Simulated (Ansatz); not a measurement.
# CeO2 (Fm-3m): a volume series of phonon spectra

Wanted: mode Grüneisen parameters of CeO2 and a free-energy fit over volumes.

Calculated with Ansatz 0.2.0; DFT PBE, scalar-relativistic, plane waves, PAW.

**Measured values to reproduce.**

“New synchrotron powder diffraction facility for long-duration experiments” (2017, pmc:5294393) reports for CeO2, cubic fluorite, by synchrotron X-ray powder diffraction, refinement (NIST standard powder, 100 micrometre thin sample, 25 keV beam): lattice constant a (cubic a, average of weekly measurements over 17 weeks) 5.41168 ± 2e-05 Å [Average of repeated refinements on a certified reference powder (certified a = 5.41165 …].

Most raw output is cut from this account.

## (1) Set-up

The structure is cubic, space group Fm-3m (No. 225). The conventional cell has a = 5.407 Å, b = 5.407 Å, c = 5.407 Å, α = 90.00°, β = 90.00°, γ = 90.00°. Nearest to Ce lie 8 O at 2.34 Å. O has 4 Ce at 2.34 Å nearest. Farther neighbours and most contacts between anions are not listed.

## (2) A first coarse run

Before spending time, one coarse run tells the gap and the pressure of the starting cell.

File input.yaml:

```yaml
crystal:
  lattice:
    - [0.0, 2.70365, 2.70365]
    - [2.70365, 0.0, 2.70365]
    - [2.70365, 2.70365, 0.0]
  atoms:
    - { symbol: Ce, position: [0.0, 0.0, 0.0] }
    - { symbol: O, position: [0.25, 0.25, 0.25] }
    - { symbol: O, position: [0.75, 0.75, 0.75] }
kpoints:
  mp_grid: { grid: [6, 6, 6] }
hamiltonian:
  xc: pbe
scf:
  occupations: { method: gaussian, width: 0.1 }
output:
  forces: true
  stress: true
  eigenvalues: true
```

The run is started by

```sh
ansatz run input.yaml --threads 4 --pin off --max-ram 8192MiB --backend cpu --events-out ev --progress --plain --runs-dir out
```

Run time: 3.4 s. Hardware: 4 threads of Arm Neoverse V2, shared host; peak memory 0.36 GiB.

This step gave:

```yaml
pressure: 5.868 GPa
gap_on_the_k_mesh: 2.107 eV
volume_per_atom: 13.18 Å³
```

The start is under 5.9 GPa at this level and looks like an insulator or semiconductor on this mesh.

## (3) Relaxation

The vibrations must be taken about the equilibrium of this functional, not about the starting cell, so the structure is relaxed.

input.yaml, the sections that differ from step 2:

```yaml
kpoints:
  mp_grid: { grid: [10, 10, 10] }
scf:
  occupations: { method: gaussian, width: 0.02 }
relax:
  adjacent_minimum: "off"
  f_tol: 0.005
  max_steps: 80
  cell: { stress_tol: 0.05 }
# crystal, hamiltonian, output: as in step 2
```

It took 4.5 s on 4 threads; peak memory 0.43 GiB; 16 s of CPU time.

The steps of the relaxation:

```
step  energy less that of the first step (eV)  largest force component (eV/Å)  pressure (GPa)  volume (Å³)
   1                                   0.0000                          0.0000            5.87        39.53
   2                                  -0.0035                          0.0000           -3.75        41.62
   3                                  -0.0170                          0.0000           -0.18        40.78
   4                                  -0.0172                          0.0000            0.01        40.74
  5*                                  -0.0224                          0.0000            0.22        40.74
   6                                  -0.0223                          0.0000            0.01        40.79
  7*                                  -0.0225                          0.0000            0.01        40.79
```

Relaxation steps marked * repeat the geometry before them on a plane-wave basis chosen anew for their cell, so energy and pressure can jump there.

The run keeps the 48 symmetry operations that it works with, so distortions that break them were not tested.

```
conventional cell, symmetrised  before  after  change
                         a (Å)   5.407  5.464  +1.1 %
                         b (Å)   5.407  5.464  +1.1 %
                         c (Å)   5.407  5.464  +1.1 %
              volume (Å³/atom)   13.18  13.60  +3.2 %
```

Final coordinates:

```xyz
3
Lattice="0.0000 2.7321 2.7321 2.7321 0.0000 2.7321 2.7321 2.7321 0.0000" Properties=species:S:1:pos:R:3 pbc="T T T"
Ce    0.0000    0.0000    0.0000
O     1.3660    1.3660    1.3660
O     4.0981    4.0981    4.0981
```

Numbers from this step:

```yaml
pressure: 0.01262 GPa
gap_on_the_k_mesh: 1.920 eV
volume_per_atom: 13.60 Å³
```

The relaxation ends with a pressure of 0.01 GPa.

## (4) Tight relaxation

The thresholds are tightened for a last relaxation ahead of the phonons, and where mesh or smearing change with them the cell follows.

File input.yaml:

```yaml
crystal:
  lattice:
    - [0.0, 2.7320622393, 2.7320622393]
    - [2.7320622393, 0.0, 2.7320622393]
    - [2.7320622393, 2.7320622393, 0.0]
  atoms:
    - { symbol: Ce, position: [0.0, 0.0, 0.0] }
    - { symbol: O, position: [0.25, 0.25, 0.25] }
    - { symbol: O, position: [0.75, 0.75, 0.75] }
kpoints:
  mp_grid: { grid: [12, 12, 12] }
hamiltonian:
  xc: pbe
scf:
  occupations: { method: fixed }
output:
  forces: true
  stress: true
  eigenvalues: true
relax:
  adjacent_minimum: "off"
  f_tol: 0.001
  max_steps: 60
  cell: { stress_tol: 0.01 }
```

Elapsed: 3.1 s, on 4 threads; peak memory 0.43 GiB; 11 s of CPU time.

Little changed from the start: no atom moved by 0.005 Å and no cell edge by 0.1 %.

Numbers from this step:

* pressure: 2.80e-4 GPa
* gap on the k-mesh: 1.899 eV

The residual pressure is 2.8e-4 GPa, small enough for phonons.

## (5) Lattice dynamics at this volume, V/V0 1

Phonons at this volume give one point of F(V, T); meshes stay fixed along the series.

File input.yaml:

```yaml
crystal:
  lattice:
    - [0.0, 2.7321247455, 2.7321247455]
    - [2.7321247455, 0.0, 2.7321247455]
    - [2.7321247455, 2.7321247455, 0.0]
  atoms:
    - { symbol: Ce, position: [0.0, 0.0, 0.0] }
    - { symbol: O, position: [0.25, 0.25, 0.25] }
    - { symbol: O, position: [0.75, 0.75, 0.75] }
kpoints:
  mp_grid: { grid: [12, 12, 12] }
hamiltonian:
  xc: pbe
scf:
  occupations: { method: fixed }
output:
  eigenvalues: true
phonons:
  method: dfpt
  dielectric: true
  rigid_motions: translations
  qmesh: [4, 4, 4]
  temperatures: { t_max: 1000, t_step: 50 }
  qpath:
    path:
      - [[0.0, 0.0, 0.0], [0.5, 0.0, 0.5], [0.625, 0.25, 0.625]]
      - [[0.375, 0.375, 0.75], [0.0, 0.0, 0.0], [0.5, 0.5, 0.5], [0.5, 0.25, 0.75], [0.5, 0.0, 0.5]]
    npoints: 10
```

Elapsed: 5.6 min, on 4 threads; peak memory 3.1 GiB; 22 min of CPU time.

This step gave:

```
lowest frequency on the path             : 0 cm⁻¹
zero-point energy                        : 0.1581 eV/cell
point group                              : m-3m
highest frequency                        : 556.7 cm⁻¹
Debye temperature from the second moment : 584 K
```

LO-TO term included. The phonon branches at the labelled points (cm⁻¹):

```
    point  branch 1  branch 2  branch 3  branch 4  branch 5  branch 6  branch 7  branch 8  branch 9
        Γ         0         0         0       254       254       418       418       418       509
  halfway        78        78       182       232       232       316       422       422       532
        X       123       123       148       206       206       247       424       424       557
  halfway       122       134       152       206       219       249       419       426       553
        U       119       157       164       196       252       264       402       430       542
jump to K       119       157       164       196       252       264       402       430       542
  halfway        96       100       160       229       308       365       366       430       507
        Γ         0         0         0       254       254       418       418       418       509
  halfway        83        83       139       274       274       397       397       398       502
        L       109       109       194       322       322       354       354       387       488
  halfway       114       152       183       233       258       344       354       432       521
        W       123       174       182       184       184       344       344       450       540
  halfway       123       143       157       198       217       268       404       437       549
        X       123       123       148       206       206       247       424       424       557
```

Tetrahedra on 20 20 20, mean over bins of 5 cm⁻¹. Table of phonon density of states by wavenumber; read off at these points:

wavenumber (cm⁻¹), phonon density of states (1/cm⁻¹/cell) and a bar:
```
        2     0.0000 
       18     0.0003 
       32     0.0011 #
       48     0.0023 #
       62     0.0043 ##
       78     0.0073 ####
       92     0.0132 #######
      108     0.0389 ####################
      112     0.0574 ##############################
      122     0.0368 ###################
      138     0.0153 ########
      152     0.0165 #########
      168     0.0194 ##########
      182     0.0396 #####################
      188     0.0418 ######################
      198     0.0232 ############
      212     0.0195 ##########
      228     0.0187 ##########
      242     0.0217 ###########
      248     0.0251 #############
      258     0.0215 ###########
      272     0.0179 #########
      288     0.0168 #########
      302     0.0164 #########
      318     0.0165 #########
      332     0.0158 ########
      348     0.0072 ####
      362     0.0183 ##########
      378     0.0155 ########
      392     0.0173 #########
      408     0.0220 ############
      422     0.0406 #####################
      428     0.0434 #######################
      438     0.0208 ###########
      452     0.0001 
      468     0.0000 
      482     0.0000 
      498     0.0053 ###
      508     0.0254 #############
      512     0.0210 ###########
      528     0.0195 ##########
      542     0.0159 ########
      558     0.0006
```

Harmonic. Thermo, by row:

```
T (K)  F_vib (meV/atom)  S (J/mol-atom/K)  C_V (J/mol-atom/K)
    0             52.71                 0                   0
   50             52.54             1.295               3.278
  100             50.83             5.543               9.554
  150              46.7             10.38               14.36
  200             40.11             14.99               17.57
  250             31.24             19.15               19.63
  300             20.34             22.86               20.99
  350              7.62             26.16               21.91
  400             -6.72             29.13               22.55
  450            -22.52             31.82               23.01
  500            -39.65             34.26               23.35
  550            -57.99              36.5               23.61
  600            -77.45             38.56               23.81
  650            -97.94             40.47               23.98
  700            -119.4             42.26                24.1
  750            -141.7             43.92               24.21
  800            -164.9             45.49                24.3
  850            -188.8             46.96               24.37
  900            -213.5             48.36               24.43
  950            -238.9             49.68               24.48
 1000              -265             50.94               24.52
```

The modes has structure finer than the step of the table below, so its rows give means over 25 cm⁻¹, whole bins alone (the curve runs from -10 to 583 cm⁻¹). Peaks (cm⁻¹: height): Ce 113.1: 0.0501, 183.9: 0.0270; O 265.9: 0.0189, 426.3: 0.0409, 534.4: 0.0200.

Phonopy on the run's constants, 17x17x17 mesh, Gaussian sigma 4.2 cm⁻¹. Modes against wavenumber; means over each step; values in 1/cm⁻¹/cell:

```
wavenumber (cm⁻¹)       Ce        O
               25   6.1e-4   1.3e-4
               50  0.00233   4.4e-4
               75  0.00602   8.7e-4
              100   0.0242  0.00146
              125   0.0300  0.00116
              150   0.0136  0.00281
              175   0.0184  0.00894
              200   0.0121   0.0140
              225  0.00377   0.0160
              250  0.00384   0.0184
              275  0.00152   0.0164
              300   7.3e-4   0.0156
              325   4.3e-4   0.0143
              350   2.2e-4   0.0143
              375   9.9e-5   0.0157
              400   2.0e-4   0.0198
              425   3.8e-4   0.0347
              450   5.0e-5  0.00662
              475   2.0e-6   1.2e-4
              500   7.5e-4   0.0104
              525   6.6e-4   0.0190
              550   8.2e-5  0.00893
```

Born charge (rows field, columns displacement) (e), principal values of the symmetric part by kind of site:

```
atom  atoms with these values    low  middle   high   mean
 Ce1                        1   5.75    5.75   5.75   5.75
  O2                        2  -2.88   -2.88  -2.88  -2.88
```

In full for O2:

```
-2.88  0.00  0.00
 0.00 -2.88  0.00
 0.00  0.00 -2.88
```

ε∞:

```
7.86 0.00 0.00
0.00 7.86 0.00
0.00 0.00 7.86
```

No LO-TO term. Modes at Γ, with each element's share of the kinetic energy:

```
mode  frequency (cm⁻¹)  symmetry  Ce %  O %
   1               0.0       T1u    81   19
   2               0.0       T1u    81   19
   3               0.0       T1u    81   19
   4             254.0       T1u    19   81
   5             254.0       T1u    19   81
   6             254.0       T1u    19   81
   7             417.7       T2g     0  100
   8             417.7       T2g     0  100
   9             417.7       T2g     0  100
```

Displacements in mode 4 (254.0 cm⁻¹), the largest set to 1:
```
Ce1 -0.23  0.12  0.06
O2   1.00 -0.54 -0.27
O3   1.00 -0.54 -0.27
```

Displacements in mode 8 (417.7 cm⁻¹), the largest set to 1:
```
Ce1  0.00  0.00  0.00
O2   1.00 -0.32  0.26
O3  -1.00  0.32 -0.26
```

No mode is imaginary beyond numerical noise at the solved wavevectors.

## (6) A cell at another volume, V/V0 1.015

Symmetry fixes every atom, so a single point at the scaled cell gives the energy and pressure of this member.

The cell differs from the one that the last finished run ended in (a 3.864 → 3.883 Å, b 3.864 → 3.883 Å, c 3.864 → 3.883 Å).

input.yaml, the sections that differ from step 5:

```yaml
crystal:
  lattice:
    - [0.0, 2.7457176297, 2.7457176297]
    - [2.7457176297, 0.0, 2.7457176297]
    - [2.7457176297, 2.7457176297, 0.0]
  atoms:
    - { symbol: Ce, position: [0.0, 0.0, 0.0] }
    - { symbol: O, position: [0.25, 0.25, 0.25] }
    - { symbol: O, position: [0.75, 0.75, 0.75] }
output:
  forces: true
  stress: true
  eigenvalues: true
# kpoints, hamiltonian, scf: as in step 5
# phonons: removed
```

Elapsed: 0.76 s, on 4 threads; peak memory 0.42 GiB.

This step gave:

* pressure: -2.503 GPa
* gap on the k-mesh: 1.855 eV
* volume per atom: 13.80 Å³

At this level the gap is 1.86 eV on the k-mesh of the self-consistent run, which can miss the band edges.

## (7) Lattice dynamics at this volume, V/V0 1.015

input.yaml, the sections that differ from step 6:

```yaml
output:
  eigenvalues: true
phonons:
  method: dfpt
  dielectric: true
  rigid_motions: translations
  qmesh: [4, 4, 4]
  temperatures: { t_max: 1000, t_step: 50 }
  qpath:
    path:
      - [[0.0, 0.0, 0.0], [0.5, 0.0, 0.5], [0.625, 0.25, 0.625]]
      - [[0.375, 0.375, 0.75], [0.0, 0.0, 0.0], [0.5, 0.5, 0.5], [0.5, 0.25, 0.75], [0.5, 0.0, 0.5]]
    npoints: 10
# crystal, kpoints, hamiltonian, scf: as in step 6
```

Elapsed: 5.7 min, on 4 threads; peak memory 3.1 GiB.

No mode is imaginary beyond numerical noise at the solved wavevectors. The highest zone-centre mode (no LO–TO term) moved by -2.3 % for a volume change of +1.5 %.

## (8) Single point at a scaled cell, V/V0 0.985

The cell differs from the one that the last finished run ended in (a 3.883 → 3.844 Å, b 3.883 → 3.844 Å, c 3.883 → 3.844 Å).

File input.yaml:

```yaml
crystal:
  lattice:
    - [0.0, 2.7183952437, 2.7183952437]
    - [2.7183952437, 0.0, 2.7183952437]
    - [2.7183952437, 2.7183952437, 0.0]
  atoms:
    - { symbol: Ce, position: [0.0, 0.0, 0.0] }
    - { symbol: O, position: [0.25, 0.25, 0.25] }
    - { symbol: O, position: [0.75, 0.75, 0.75] }
kpoints:
  mp_grid: { grid: [12, 12, 12] }
hamiltonian:
  xc: pbe
scf:
  occupations: { method: fixed }
output:
  forces: true
  stress: true
  eigenvalues: true
  write_density: true
  write_potential: true
  elf: true
  volumetric_format: npy
```

It took 1.1 s on 4 threads; peak memory 0.42 GiB; 3.7 s of CPU time.

The run ends at a pressure of 2.72 GPa.

## (9) Lattice dynamics at this volume, V/V0 0.985

input.yaml, the sections that differ from step 8:

```yaml
output:
  eigenvalues: true
phonons:
  method: dfpt
  dielectric: true
  rigid_motions: translations
  qmesh: [4, 4, 4]
  temperatures: { t_max: 1000, t_step: 50 }
  qpath:
    path:
      - [[0.0, 0.0, 0.0], [0.5, 0.0, 0.5], [0.625, 0.25, 0.625]]
      - [[0.375, 0.375, 0.75], [0.0, 0.0, 0.0], [0.5, 0.5, 0.5], [0.5, 0.25, 0.75], [0.5, 0.0, 0.5]]
    npoints: 10
# crystal, kpoints, hamiltonian, scf: as in step 8
```

It took 5.5 min on 4 threads; peak memory 3.1 GiB.

LO-TO term included. Phonon branches along the path, in cm⁻¹:

```
    point  branch 1  branch 2  branch 3  branch 4  branch 5  branch 6  branch 7  branch 8  branch 9
        Γ         0         0         0       266       266       427       427       427       521
  halfway        81        81       186       244       244       326       432       432       542
        X       129       129       162       218       218       252       434       434       567
  halfway       128       140       167       218       231       254       428       436       563
        U       124       164       177       206       263       271       412       439       553
jump to K       124       164       177       206       263       271       412       439       553
  halfway       100       102       166       242       319       374       376       438       518
        Γ         0         0         0       266       266       427       427       427       521
  halfway        85        85       145       285       285       406       406       407       512
        L       113       113       204       332       332       363       363       394       498
  halfway       119       157       192       244       268       353       363       440       532
        W       129       187       191       191       195       353       353       459       550
  halfway       129       149       171       211       225       276       413       446       559
        X       129       129       162       218       218       252       434       434       567
```

No mode is imaginary beyond numerical noise at the solved wavevectors. The highest zone-centre mode (no LO–TO term) moved by +2.3 % for a volume change of -1.5 %.

## (10) Single point at a scaled cell, V/V0 1.03

The cell differs from the one that the last finished run ended in (a 3.844 → 3.902 Å, b 3.844 → 3.902 Å, c 3.844 → 3.902 Å).

input.yaml, the sections that differ from step 9:

```yaml
crystal:
  lattice:
    - [0.0, 2.7591772449, 2.7591772449]
    - [2.7591772449, 0.0, 2.7591772449]
    - [2.7591772449, 2.7591772449, 0.0]
  atoms:
    - { symbol: Ce, position: [0.0, 0.0, 0.0] }
    - { symbol: O, position: [0.25, 0.25, 0.25] }
    - { symbol: O, position: [0.75, 0.75, 0.75] }
output:
  forces: true
  stress: true
  eigenvalues: true
# kpoints, hamiltonian, scf: as in step 9
# phonons: removed
```

Run time: 0.76 s. Hardware: 4 threads; peak memory 0.42 GiB; 2.5 s of CPU time.

The run ends at a pressure of -4.81 GPa.

## (11) Phonons, V/V0 1.03

input.yaml, the sections that differ from step 10:

```yaml
output:
  eigenvalues: true
phonons:
  method: dfpt
  dielectric: true
  rigid_motions: translations
  qmesh: [4, 4, 4]
  temperatures: { t_max: 1000, t_step: 50 }
  qpath:
    path:
      - [[0.0, 0.0, 0.0], [0.5, 0.0, 0.5], [0.625, 0.25, 0.625]]
      - [[0.375, 0.375, 0.75], [0.0, 0.0, 0.0], [0.5, 0.5, 0.5], [0.5, 0.25, 0.75], [0.5, 0.0, 0.5]]
    npoints: 10
# crystal, kpoints, hamiltonian, scf: as in step 10
```

Wall time 6.4 min (4 threads); peak memory 3.2 GiB.

No mode is imaginary beyond numerical noise at the solved wavevectors. The highest zone-centre mode (no LO–TO term) moved by -4.5 % for a volume change of +3.0 %.

(Part 1 of 2 ends here.)

[Logs are printed without paths, hosts, clocks, repeated set-up lines and the standing remarks that a program may print on its own settings, such as how far it seeks lower states.]

[Hosts, paths, dates, database ids (printed as entryN), source tags and the programs' standing remarks are cut or masked in the printed files.]

[A step with changed settings may run another functional than the one named; its input shows which.]

[Of the runs on displaced cells, only some may be shown.]
